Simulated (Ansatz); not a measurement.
In doubt: one-shot GW on d or f shells is unsure, so the values of those runs are not to be relied on.

Rows from a G0W0 calculation on FeSi2 (Cmce) (Ansatz 0.2.0; G0W0 on r2SCAN, plane waves, PAW; 2×2×2 mesh, 417 empty bands, screening to 72 eV, plasmon pole), in eV. Spin-orbit coupling is left out.

| row | k | band | start | Σx | Σc at the solution | Vxc |
| --- | --- | --- | --- | --- | --- | --- |
| A | Γ | c2 | 14.351 | -25.607 | -3.213 | -30.098 |
| B | Γ | v1 | 13.029 | -24.079 | 2.193 | -22.594 |
| C | (-0.500, -0.500, 0.000) | c2 | 14.490 | -22.055 | -3.299 | -26.416 |
| D | Γ | c1 | 14.270 | -23.114 | -3.290 | -27.551 |
| E | (-0.500, -0.500, 0.000) | c1 | 14.296 | -24.829 | -3.182 | -29.239 |
| F | (-0.500, -0.500, 0.000) | v1 | 13.272 | -17.206 | 1.748 | -15.655 |

Question: Work out each quasiparticle level and how far it moved.

The quasiparticle equation reads E = start + Σx + Σc(E) − Vxc.

| row | E (eV) | shift (eV) |
| --- | --- | --- |
| A | 15.630 | +1.278 |
| B | 13.737 | +0.709 |
| C | 15.552 | +1.062 |
| D | 15.418 | +1.147 |
| E | 15.525 | +1.229 |
| F | 13.471 | +0.199 |

Limits: not at the basis limit; no spin polarisation; d states lean on the start; coarse k mesh.

[Runs of the session that timed out or met a known fault of the program may be left out.]

[Cells called generated may have been cut or substituted from an entry of the Crystallography Open Database or the Materials Project.]

[Hosts, paths, dates, database ids (printed as entryN), source tags and the programs' standing remarks are cut or masked in the printed files.]
